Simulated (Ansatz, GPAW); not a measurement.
# Dielectric function and optical constants of BaRuS3 (model structure)

Aim: the dielectric function of BaRuS3 (model structure), and the optical constants that follow from it. The structure is a model built here, which may or may not match a known phase. It was built so: All Fe replaced by Ru and O replaced by S in the Pm-3m structure of BaFeO3. The cell is first relaxed with Ansatz.

Main program and level: GPAW 26.7.0; DFT, revPBE, plane-wave PAW (GPAW data sets), scalar-relativistic, RPA, optical limit.

### Step 1. Starting point

It takes space group Pm-3m (No. 221, cubic). The conventional cell has a = 4.890 Å, b = 4.890 Å, c = 4.890 Å, α = 90.00°, β = 90.00°, γ = 90.00°. Nearest to Ba lie 12 S at 3.46 Å. Ru has 6 S at 2.44 Å nearest. Nearest to S lie 2 Ru at 2.44 Å and 4 Ba at 3.46 Å. All Fe replaced by Ru and O replaced by S in the Pm-3m structure of BaFeO3. Farther neighbours and most contacts between anions are not listed.

### Step 2. Relaxation

The structure was built or cut out here, so it is relaxed before any spectrum is computed.

This step: DFT, revPBE, plane-wave PAW, default files, scalar-relativistic, relaxation (Ansatz 0.2.0).

Contents of input.yaml:

```yaml
crystal:
  lattice:
    - [4.88964771, 0.0, 0.0]
    - [0.0, 4.88964771, 0.0]
    - [0.0, 0.0, 4.88964771]
  atoms:
    - { symbol: Ba, position: [0.0, 0.0, 0.0] }
    - { symbol: Ru, position: [0.5, 0.5, 0.5] }
    - { symbol: S, position: [0.5, 0.0, 0.5] }
    - { symbol: S, position: [0.0, 0.5, 0.5] }
    - { symbol: S, position: [0.5, 0.5, 0.0] }
kpoints:
  mp_grid: { grid: [5, 5, 5] }
scf:
  occupations: { method: fermi_dirac, width: 0.05 }
hamiltonian:
  xc: revpbe
output:
  forces: true
  stress: true
  write_density: true
  write_potential: true
  elf: true
  volumetric_format: npy
relax:
  f_tol: 0.02
  max_steps: 50
  cell: {}
```

Run with:

```bash
ansatz run input.yaml --threads 1 --pin off --max-ram 4096MiB --backend cpu --events-out ev --progress --plain --runs-dir out
```

Numbers of over 12 decimals in the logs are rounded to 6 here.

What it wrote:

```text
Engine: ansatz 0.2.0, aarch64-unknown-linux-gnu
Pseudopotentials: kind: paw
Pseudopotential: Ba, paw, valence charge 10, recommended cutoff 420 eV (normal), Ba.paw.azcp
Pseudopotential: Ru, paw, valence charge 16, recommended cutoff 420 eV (normal), Ru.paw.azcp
Pseudopotential: S, paw, valence charge 6, recommended cutoff 420 eV (normal), S.paw.azcp
Functional definition: revPBE
  parameter kappa = 1.245
  parameter beta = 0.066725
  exchange = pbe_x(kappa = kappa, mu = beta*pi^2/3)
  correlation = pbe_c(beta = beta)
Crystal: 5 atoms, lattice volume = 116.905 Å³
Basis set: ecut = 420 eV, 2301 PW (Γ), exchange–correlation on 72×72×72 points (8 copies of the dense FFT grid, shifted against one another)
Bands: 27, of which v1, the nominal top of the filled ones, is band 22 counted from 1 (21 counted from 0)
Symmetry: 48 space group operations
Space group: Pm-3m (ITA 221), of the structure as read, at distance tolerance 4.9e-5 Å
k-points: 10 of 125
Non-local potential: Ba, projectors of the file, l = 0: 3, l = 1: 2, l = 2: 2, l = 3: 2
Non-local potential: Ru, projectors of the file, l = 0: 3, l = 1: 2, l = 2: 2, l = 3: 1
Non-local potential: S, projectors of the file, l = 0: 2, l = 1: 2, l = 2: 2
PAW form: soft (Blöchl's): semilocal exchange-correlation on the pseudo side does not see the compensation charge
PAW frozen core: Ba, regenerated for the run's functional, and the local potential with it (the file was generated under x = pbe(κ = 0.804, μ = 0.219515), c = pbe(β = 0.066725))
PAW frozen core: Ru, regenerated for the run's functional, and the local potential with it (the file was generated under x = pbe(κ = 0.804, μ = 0.219515), c = pbe(β = 0.066725))
PAW frozen core: S, regenerated for the run's functional, and the local potential with it (the file was generated under x = pbe(κ = 0.804, μ = 0.219515), c = pbe(β = 0.066725))
PAW one-centre angular grid: Ba, 194 points (default); XC on 64 Gauss nodes
PAW one-centre angular grid: Ru, 590 points (default); XC on 64 Gauss nodes
PAW one-centre angular grid: S, 110 points (default); XC on 64 Gauss nodes
Initial density: superposition of atomic densities (neutral atoms: chi_scale 0, normalization atom), corrected by the library's trained network
Initial wavefunctions: pseudopotential atomic-orbital guess
Functional: x = revpbe(κ = 1.245, μ = 0.219515), c = pbe(β = 0.066725)
SCF iter   1: F=—  HF=-14557.376034 eV  |F-HF|=—  |Δ(HF+E_count)|=         —  Δρ=8.84e-3  dr2=5.20e-2  ethr=1.77e-3  ⟨swp⟩=6.8  Hψ=1283  notcnv=0
preconditioner: auto → Kerker (q_TF=auto, 2.318 Å⁻¹)  [metal: Δε(μ)=0.074 eV  Ē_g=8.468 eV  σ=0.050 eV  W_gap=0.35  n_scr=26 (ndim 8)  ℏωp=20.0 eV  f_vac=0.000  D(μ)=12.78/eV (n_scr^D=170)]
SCF iter   2: F=—  HF=-14557.373721 eV  |F-HF|=—  |Δ(HF+E_count)|=   2.31e-3  Δρ=4.73e-3  dr2=1.57e-2  ethr=1.18e-4  ⟨swp⟩=1.5  Hψ=357  notcnv=0
SCF iter   3: F=—  HF=-14557.372581 eV  |F-HF|=—  |Δ(HF+E_count)|=   1.14e-3  Δρ=4.38e-4  dr2=3.38e-4  ethr=3.58e-5  ⟨swp⟩=1.5  Hψ=297  notcnv=0
SCF iter   4: F=—  HF=-14557.372596 eV  |F-HF|=—  |Δ(HF+E_count)|=   1.49e-5  Δρ=1.60e-4  dr2=5.88e-5  ethr=7.68e-7  ⟨swp⟩=2.1  Hψ=477  notcnv=0
SCF iter   5: F=—  HF=-14557.372932 eV  |F-HF|=—  |Δ(HF+E_count)|=   3.36e-4  Δρ=4.57e-5  dr2=7.50e-6  ethr=1.34e-7  ⟨swp⟩=2.1  Hψ=440  notcnv=0
SCF iter   6: F=—  HF=-14557.372932 eV  |F-HF|=—  |Δ(HF+E_count)|=   6.72e-7  Δρ=1.63e-5  dr2=6.56e-7  ethr=1.70e-8  ⟨swp⟩=2.0  Hψ=473  notcnv=0
SCF iter   7: F=-14557.372932 eV  HF=-14557.372932 eV  |F-HF|=2.41e-8  |Δ(HF+E_count)|=   6.09e-8  Δρ=5.26e-6  dr2=4.87e-8  ethr=2.27e-10  ⟨swp⟩=9.5  Hψ=2004  notcnv=0
SCF 1 converged in 7 iterations: F = -14557.372932 eV  dr2 = 4.87e-8
  greatest PAW one-centre occupation: 0.997 electrons in one spin orbital (limit 2), on the Ru atom at site 1 (counted from 0), in its partial waves of l = 0
relax step   1: F+E_penalty+E_count = -14557.37293241 eV  Δ(F+E_penalty+E_count) = +0.000e0 eV  max|allowed force component| = 2.998e-29 eV/Å  Δτ_max = 0.0000 Å  P = -3.100 GPa  Ω = 116.905 Å³  (7 SCF iters, dr2 threshold 1.00e-7 eV, accepted)
Crystal: 5 atoms, lattice volume = 111.551 Å³
Basis set: ecut = 420 eV, 2109 PW (Γ), exchange–correlation on 72×72×72 points (8 copies of the dense FFT grid, shifted against one another)
Initial density: handed on by an earlier stage of this run
Initial wavefunctions: those handed on with the density
iter 1 solved again at ethr=3.08e-4 eV; its pass at ethr=3.10e-3 eV (dr2=1.35e-1 eV) is discarded
SCF iter   1: F=—  HF=-14557.445034 eV  |F-HF|=—  |Δ(HF+E_count)|=         —  Δρ=7.66e-3  dr2=1.38e-1  ethr=3.08e-4  ⟨swp⟩=1.0  Hψ=1448  notcnv=0
preconditioner: auto → Kerker (q_TF=auto, 2.336 Å⁻¹)  [metal: Δε(μ)=0.052 eV  Ē_g=8.659 eV  σ=0.050 eV  W_gap=0.25  n_scr=26 (ndim 8)  ℏωp=20.5 eV  f_vac=0.000  D(μ)=12.66/eV (n_scr^D=178)]
SCF iter   2: F=—  HF=-14557.433075 eV  |F-HF|=—  |Δ(HF+E_count)|=   1.20e-2  Δρ=3.54e-3  dr2=3.65e-2  ethr=3.08e-4  ⟨swp⟩=1.9  Hψ=283  notcnv=0
SCF iter   3: F=—  HF=-14557.428436 eV  |F-HF|=—  |Δ(HF+E_count)|=   4.64e-3  Δρ=6.54e-4  dr2=1.19e-3  ethr=8.30e-5  ⟨swp⟩=1.4  Hψ=276  notcnv=0
SCF iter   4: F=—  HF=-14557.428157 eV  |F-HF|=—  |Δ(HF+E_count)|=   2.79e-4  Δρ=2.11e-4  dr2=8.47e-5  ethr=2.70e-6  ⟨swp⟩=2.0  Hψ=486  notcnv=0
SCF iter   5: F=—  HF=-14557.428369 eV  |F-HF|=—  |Δ(HF+E_count)|=   2.12e-4  Δρ=5.56e-5  dr2=5.29e-6  ethr=1.92e-7  ⟨swp⟩=2.1  Hψ=441  notcnv=0
SCF iter   6: F=—  HF=-14557.428369 eV  |F-HF|=—  |Δ(HF+E_count)|=   1.17e-7  Δρ=2.36e-5  dr2=9.24e-7  ethr=1.14e-9  ⟨swp⟩=10.4  Hψ=2441  notcnv=0
SCF iter   7: F=-14557.428369 eV  HF=-14557.428369 eV  |F-HF|=8.91e-9  |Δ(HF+E_count)|=   3.74e-8  Δρ=4.12e-6  dr2=2.11e-8  ethr=1.14e-9  ⟨swp⟩=8.5  Hψ=1905  notcnv=0
SCF 2 converged in 7 iterations: F = -14557.428369 eV  dr2 = 2.11e-8
relax step   2: F+E_penalty+E_count = -14557.42836925 eV  Δ(F+E_penalty+E_count) = -5.544e-2 eV  max|allowed force component| = 4.376e-29 eV/Å  Δτ_max = 0.0000 Å  P = -0.057 GPa  Ω = 111.551 Å³  energy of the carried Pulay correction = +4.208e-4 eV  (7 SCF iters, dr2 threshold 5.00e-7 eV, accepted)
Crystal: 5 atoms, lattice volume = 111.455 Å³
iter 1 solved again at ethr=1.16e-7 eV; its pass at ethr=3.10e-3 eV (dr2=5.11e-5 eV) is discarded
SCF iter   1: F=—  HF=-14557.428172 eV  |F-HF|=—  |Δ(HF+E_count)|=         —  Δρ=1.50e-4  dr2=5.35e-5  ethr=1.16e-7  ⟨swp⟩=2.0  Hψ=1182  notcnv=0
preconditioner: auto → Kerker (q_TF=auto, 2.337 Å⁻¹)  [metal: Δε(μ)=0.075 eV  Ē_g=8.643 eV  σ=0.050 eV  W_gap=0.36  n_scr=26 (ndim 8)  ℏωp=20.5 eV  f_vac=0.000  D(μ)=12.06/eV (n_scr^D=170)]
SCF iter   2: F=—  HF=-14557.428391 eV  |F-HF|=—  |Δ(HF+E_count)|=   2.18e-4  Δρ=7.08e-5  dr2=1.43e-5  ethr=1.16e-7  ⟨swp⟩=1.0  Hψ=270  notcnv=0
SCF iter   3: F=—  HF=-14557.428394 eV  |F-HF|=—  |Δ(HF+E_count)|=   3.87e-6  Δρ=1.24e-5  dr2=4.28e-7  ethr=3.25e-8  ⟨swp⟩=1.2  Hψ=274  notcnv=0
SCF iter   4: F=—  HF=-14557.428392 eV  |F-HF|=—  |Δ(HF+E_count)|=   2.13e-6  Δρ=4.24e-6  dr2=2.65e-8  ethr=9.73e-10  ⟨swp⟩=2.5  Hψ=477  notcnv=0
iter 5 did not close the SCF: its close was put off for the readings that it lacked (scf_convergence_deferred on its scf_iter line)
SCF iter   5: F=-14557.428392 eV  HF=-14557.428392 eV  |F-HF|=4.17e-9  |Δ(HF+E_count)|=   3.36e-9  Δρ=2.06e-6  dr2=6.15e-9  ethr=6.03e-11  ⟨swp⟩=2.0  Hψ=493  notcnv=0
SCF iter   6: F=-14557.428392 eV  HF=-14557.428392 eV  |F-HF|=3.46e-11  |Δ(HF+E_count)|=  7.40e-10  Δρ=2.92e-7  dr2=7.99e-11  ethr=1.40e-11  ⟨swp⟩=6.6  Hψ=1742  notcnv=0
SCF 3 converged in 6 iterations: F = -14557.428392 eV  dr2 = 7.99e-11
relax step   3: F+E_penalty+E_count = -14557.42839235 eV  Δ(F+E_penalty+E_count) = -2.309e-5 eV  max|allowed force component| = 1.525e-29 eV/Å  Δτ_max = 0.0000 Å  P = +0.005 GPa  Ω = 111.455 Å³  energy of the carried Pulay correction = +4.285e-4 eV  (6 SCF iters, dr2 threshold 8.07e-9 eV, accepted)
Initial wavefunctions: pseudopotential atomic-orbital guess (no wavefunctions were taken with the density)
iter 1 solved again at ethr=2.48e-7 eV; its pass at ethr=3.10e-3 eV (dr2=1.09e-4 eV) is discarded
SCF iter   1: F=—  HF=-14557.427663 eV  |F-HF|=—  |Δ(HF+E_count)|=         —  Δρ=6.46e-5  dr2=7.39e-7  ethr=2.48e-7  ⟨swp⟩=3.1  Hψ=2073  notcnv=0
preconditioner: auto → Kerker (q_TF=auto, 2.337 Å⁻¹)  [metal: Δε(μ)=0.076 eV  Ē_g=8.643 eV  σ=0.050 eV  W_gap=0.36  n_scr=26 (ndim 8)  ℏωp=20.5 eV  f_vac=0.000  D(μ)=12.05/eV (n_scr^D=170)]
SCF iter   2: F=—  HF=-14557.427883 eV  |F-HF|=—  |Δ(HF+E_count)|=   2.20e-4  Δρ=3.26e-5  dr2=1.72e-7  ethr=1.68e-9  ⟨swp⟩=2.8  Hψ=502  notcnv=0
SCF iter   3: F=—  HF=-14557.427883 eV  |F-HF|=—  |Δ(HF+E_count)|=   1.50e-7  Δρ=2.88e-6  dr2=2.17e-9  ethr=3.90e-10  ⟨swp⟩=2.0  Hψ=488  notcnv=0
SCF iter   4: F=—  HF=-14557.427883 eV  |F-HF|=—  |Δ(HF+E_count)|=   2.01e-9  Δρ=3.43e-7  dr2=1.47e-10  ethr=4.92e-12  ⟨swp⟩=2.3  Hψ=494  notcnv=0
iter 5 did not close the SCF: its close was put off for the readings that it lacked (scf_convergence_deferred on its scf_iter line)
SCF iter   5: F=-14557.427883 eV  HF=-14557.427883 eV  |F-HF|=2.00e-11  |Δ(HF+E_count)|=  1.46e-11  Δρ=1.30e-7  dr2=2.63e-11  ethr=1.00e-12  ⟨swp⟩=1.0  Hψ=270  notcnv=0
iter 6 did not close the SCF: its close was put off for the readings that it lacked (scf_convergence_deferred on its scf_iter line)
SCF iter   6: F=-14557.427883 eV  HF=-14557.427883 eV  |F-HF|=1.82e-12  |Δ(HF+E_count)|=  3.64e-12  Δρ=1.73e-8  dr2=8.48e-13  ethr=1.00e-12  ⟨swp⟩=1.1  Hψ=271  notcnv=0
iter 7 did not close the SCF: its close was put off for the readings that it lacked (scf_convergence_deferred on its scf_iter line)
SCF iter   7: F=-14557.427883 eV  HF=-14557.427883 eV  |F-HF|=0.00e0  |Δ(HF+E_count)|=    0.00e0  Δρ=5.37e-9  dr2=1.08e-13  ethr=1.00e-12  ⟨swp⟩=1.0  Hψ=270  notcnv=0
iter 8 did not close the SCF: its close was put off for the readings that it lacked (scf_convergence_deferred on its scf_iter line)
SCF iter   8: F=-14557.427883 eV  HF=-14557.427883 eV  |F-HF|=0.00e0  |Δ(HF+E_count)|=    0.00e0  Δρ=1.00e-9  dr2=5.15e-16  ethr=1.00e-12  ⟨swp⟩=1.0  Hψ=270  notcnv=0
SCF iter   9: F=-14557.427883 eV  HF=-14557.427883 eV  |F-HF|=1.82e-12  |Δ(HF+E_count)|=  1.82e-12  Δρ=4.77e-10  dr2=3.90e-16  ethr=1.00e-12  ⟨swp⟩=4.2  Hψ=941  notcnv=0
SCF 4 converged in 9 iterations: F = -14557.427883 eV  dr2 = 3.90e-16
relax step   4: F+E_penalty+E_count = -14557.42788285 eV  Δ(F+E_penalty+E_count) = +5.095e-4 eV  max|allowed force component| = 1.501e-29 eV/Å  Δτ_max = 0.0000 Å  P = +0.009 GPa  Ω = 111.455 Å³  stress off target by 9.47e-3 GPa  SCF on the basis re-selected at this cell (its energy is not comparable with the rows above)  (9 SCF iters)
basis re-selected at this cell: Δ(F+E_penalty+E_count) = +5.095e-4 eV, ΔP = +0.004 GPa vs the last step (what re-selecting the basis moved, of the pressure what is left beyond the Pulay correction that the steps carried, after the strain that the cell walked since its last selection, with what the two solves' SCF thresholds leave and, on support functions, any second-order correction that the steps lacked; it is no m [...]
SCF converged after 9 iterations
Free energy (F): -14557.427883 eV
Harris-Foulkes:  -14557.427883 eV  (|F-HF|=1.82e-12)
Internal energy: -14557.331256 eV  (E = F + TS)
E sigma→0 (E₀):  -14557.379570 eV
Entropy (-TS):   -0.096627 eV (-19.325 meV/atom)
Fermi energy:    9.126237 eV
--- Per-component energies (eV) ---
  E_band       = -259.595730
  E_kinetic    = 1001.590805
  E_local      = -3059.150425  (includes V_loc(G=0)·N_el)
  E_nonlocal   = 484.730042
  E_hartree    = 1109.885547
  E_xc         = -649.849958
  E_vxc        = -635.690885  (∫ρ·V_xc dr)
  E_paw        = -10506.174658  (= ΣΔE_a)
  E_vpaw       = -270.846196  (= ΣTr[D̂ρ^β])
  E_aug_tail   = -0.000165  (compensation charges beyond the density's cutoff)
  E_ewald      = -2938.172662
  E_core_change = -0.189782  (= ΣΔE_core)
  E_smearing   = -0.096627  (= −TS)
  E_closure    = -0.000000  (closes the sum)
  Σ components = -14557.427883   (vs F -14557.427883, Δ=0.00e0)
--- Forces (eV/Å), atoms counted from 1 ---
  atom   1  Ba     0.00000000    -0.00000000     0.00000000
  atom   2  Ru     0.00000000    -0.00000000     0.00000000
  atom   3  S      0.00000000     0.00000000     0.00000000
  atom   4  S      0.00000000     0.00000000     0.00000000
  atom   5  S      0.00000000    -0.00000000     0.00000000
  max |Σ_I F_I| component: 3.01e-29 eV/Å
--- Stress (GPa, compression-positive) ---
        0.009468       0.000000      -0.000000
        0.000000       0.009468      -0.000000
       -0.000000      -0.000000       0.009468
  P = ⅓ Tr σ = 0.0095 GPa (0.095 kbar)
--- Band table (eV; the first three rows and the last of 10) ---
  k-point 0: bands = [... 18 lower, 7.7592, 7.7592, 8.3084, 8.3084, 8.7546, 8.7546, 8.7546, 12.1190, ... 1 higher]
  k-point 1: bands = [... 18 lower, 7.4204, 8.1318, 8.1318, 8.3407, 8.9131, 8.9131, 9.7901, 12.5703, ... 1 higher]
  k-point 2: bands = [... 18 lower, 7.0079, 8.1941, 8.1941, 8.3596, 9.3795, 9.3795, 10.4884, 13.4326, ... 1 higher]
  k-point 9: bands = [... 18 lower, 8.7889, 8.9755, 9.2488, 9.3128, 9.3128, 13.3105, 13.3105, 13.6290, ... 1 higher]
--- Relaxed structure (3 steps of the walk, 3 accepted, 1 SCFs on fresh bases) ---
  F+E_penalty+E_count = -14557.42788285 eV   max|allowed force component| = 1.501e-29 eV/Å   (the final SCF, on the basis selected at the relaxed cell)
  cell:  # Å, volume = 111.4555 Å³
    - [4.812460, 0, 0]
    - [0, 4.812460, 0]
    - [0, 0, 4.812460]
  atoms:
    - { symbol: Ba, position: [0, 0, 0] }
    - { symbol: Ru, position: [0.5, 0.5, 0.5] }
    - { symbol: S, position: [0.5, 0, 0.5] }
    - { symbol: S, position: [0, 0.5, 0.5] }
    - { symbol: S, position: [0.5, 0.5, 0] }
```

Elapsed: 12 s, on 1 thread of Arm Neoverse V1, shared host; peak memory 0.39 GiB.

Step by step:

| step | energy less that of the first step (eV) | largest force component (eV/Å) | pressure (GPa) | volume (Å³) |
| --- | --- | --- | --- | --- |
| 1 | 0.0000 | 0.0000 | -3.10 | 116.90 |
| 2 | -0.0554 | 0.0000 | -0.06 | 111.55 |
| 3 | -0.0555 | 0.0000 | 0.01 | 111.46 |
| 4* | -0.0550 | 0.0000 | 0.01 | 111.46 |

Relaxation steps marked * repeat the geometry before them on a plane-wave basis chosen anew for their cell, so energy and pressure can jump there.

The run keeps the 48 symmetry operations that it works with, so distortions that break them were not tested.

| conventional cell, symmetrised | before | after | change |
| --- | --- | --- | --- |
| a (Å) | 4.890 | 4.812 | -1.6 % |
| b (Å) | 4.890 | 4.812 | -1.6 % |
| c (Å) | 4.890 | 4.812 | -1.6 % |
| volume (Å³/atom) | 23.38 | 22.29 | -4.7 % |

Final coordinates:

```xyz
5
Lattice="4.8125 0.0000 0.0000 0.0000 4.8125 0.0000 0.0000 0.0000 4.8125" Properties=species:S:1:pos:R:3 pbc="T T T"
Ba    0.0000    0.0000    0.0000
Ru    2.4062    2.4062    2.4062
S     2.4062    0.0000    2.4062
S     0.0000    2.4062    2.4062
S     2.4062    2.4062    0.0000
```

The relaxation ends with a pressure of 0.01 GPa.

[end of part 1 of 3]

[Machine, clock and banner lines and Python warnings are left out of the logs.]

[Logs are printed without paths, hosts, clocks, repeated set-up lines and the standing remarks that a program may print on its own settings, such as how far it seeks lower states.]

[Hosts, paths, dates, database ids (printed as entryN), source tags and the programs' standing remarks are cut or masked in the printed files.]
